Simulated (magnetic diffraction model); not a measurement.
# RbCrS₂: what an assumed order does to the neutron pattern

Space group P6_3/mmc (no. 194), a = 4.0450 Å, c = 15.6790 Å.

| site | atom | x | y | z |
| --- | --- | --- | --- | --- |
| 2c | Rb | 2/3 | 1/3 | 3/4 |
| 2a | Cr | 0 | 0 | 1/2 |
| 4f | S | 2/3 | 1/3 | 0.9128 |

The compound is invented for this exercise: a known structure type with other elements, its cell scaled to their sizes and not relaxed.

Only Cr is taken to order (form factors of Cr3+); orders and moment sizes are assumed, and not adapted to the symmetry. Radiation: neutrons of λ = 2.36 Å, 3° to 85°; isotropic B of 0.41 Å² (Rb), 0.55 Å² (Cr) and 0.56 Å² (S). The intensities are simulated: I ∝ L Σ (|F_N|² + |F_M⊥|²) for unpolarised neutrons, with F_M = 2.695 fm/μB × Σ f(s) S exp(2πi Q·r) exp(−B s²) at Q = H ± k (one set where k and −k are equivalent), only the part normal to Q counting and L = 1/(sin²θ cos θ). For collinear order S is the moment m, which repeats by lattice and centring translations R with the sign exp(−2πi k·R). Form factors are spin-only for 3d ions and dipole or tabulated for f ions, scattering lengths are Sears's of 1992, and absorption is left out. A label names one of the reflections at its angle. The strongest nuclear line in the range is 100, and lines under 0.2 are left out.

Assume the order k = (0 1/2 0), collinear moments along [100], 2.29 μB on Cr; signs + at (0, 0, 1/2), + at (0, 0, 0).

Predict the pattern, nuclear and magnetic parts apart.

| 2θ (°) | index | nuclear | magnetic |
| --- | --- | --- | --- |
| 17.31 | (0 0 2) | 0.8 | 0.0 |
| 19.39 | (0 1/2 0) | 0.0 | 30.5 |
| 26.11 | (0 1/2 2) | 0.0 | 31.4 |
| 35.04 | (0 0 4) | 15.7 | 0.0 |
| 38.33 | (1 -1/2 2) | 0.0 | 2.6 |
| 39.37 | (1 0 0) | 5.3 | 0.0 |
| 40.36 | (0 1/2 4) | 0.0 | 10.8 |
| 40.38 | (1 0 1) | 100.0 | 0.0 |
| 43.30 | (1 0 2) | 40.1 | 0.0 |
| 47.85 | (1 0 3) | 1.5 | 0.0 |
| 49.57 | (1 -1/2 4) | 0.0 | 3.1 |
| 52.92 | (1 1/2 0) | 0.0 | 2.9 |
| 53.69 | (0 0 6) | 11.0 | 0.0 |
| 53.71 | (1 0 4) | 2.4 | 0.0 |
| 56.11 | (1 1/2 2) | 0.0 | 5.2 |
| 57.62 | (0 1/2 6) | 0.0 | 3.9 |
| 60.67 | (1 0 5) | 42.7 | 0.0 |
| 60.70 | (0 3/2 0) | 0.0 | 1.6 |
| 63.63 | (0 3/2 2) | 0.0 | 2.8 |
| 65.04 | (1 -1/2 6) | 0.0 | 1.9 |
| 65.06 | (1 1/2 4) | 0.0 | 3.7 |
| 68.58 | (1 0 6) | 54.1 | 0.0 |
| 71.39 | (1 1 0) | 69.0 | 0.0 |
| 72.05 | (0 3/2 4) | 0.0 | 1.9 |
| 74.04 | (0 0 8) | 6.5 | 0.0 |
| 74.10 | (1 1 2) | 0.4 | 0.0 |
| 77.39 | (0 1/2 8) | 0.0 | 1.5 |
| 77.41 | (1 0 7) | 39.9 | 0.0 |
| 77.46 | (2 -1/2 2) | 0.0 | 0.4 |
| 78.75 | (1 1/2 6) | 0.0 | 2.2 |
| 82.07 | (1 1 4) | 23.8 | 0.0 |
| 83.98 | (1 -1/2 8) | 0.0 | 0.9 |
| 84.71 | (2 0 0) | 1.6 | 0.0 |

The strongest magnetic line in the range is (0 1/2 2) at 26.11° (31.4). On top of the Lorentz factor, which all lines share, magnetic lines fade with angle because f falls: for Cr3+ it is 0.90, 0.67, 0.42 and 0.11 at sin θ/λ = 0.1, 0.2, 0.3 and 0.5 Å⁻¹, while nuclear lengths stay constant. The order has no net moment.
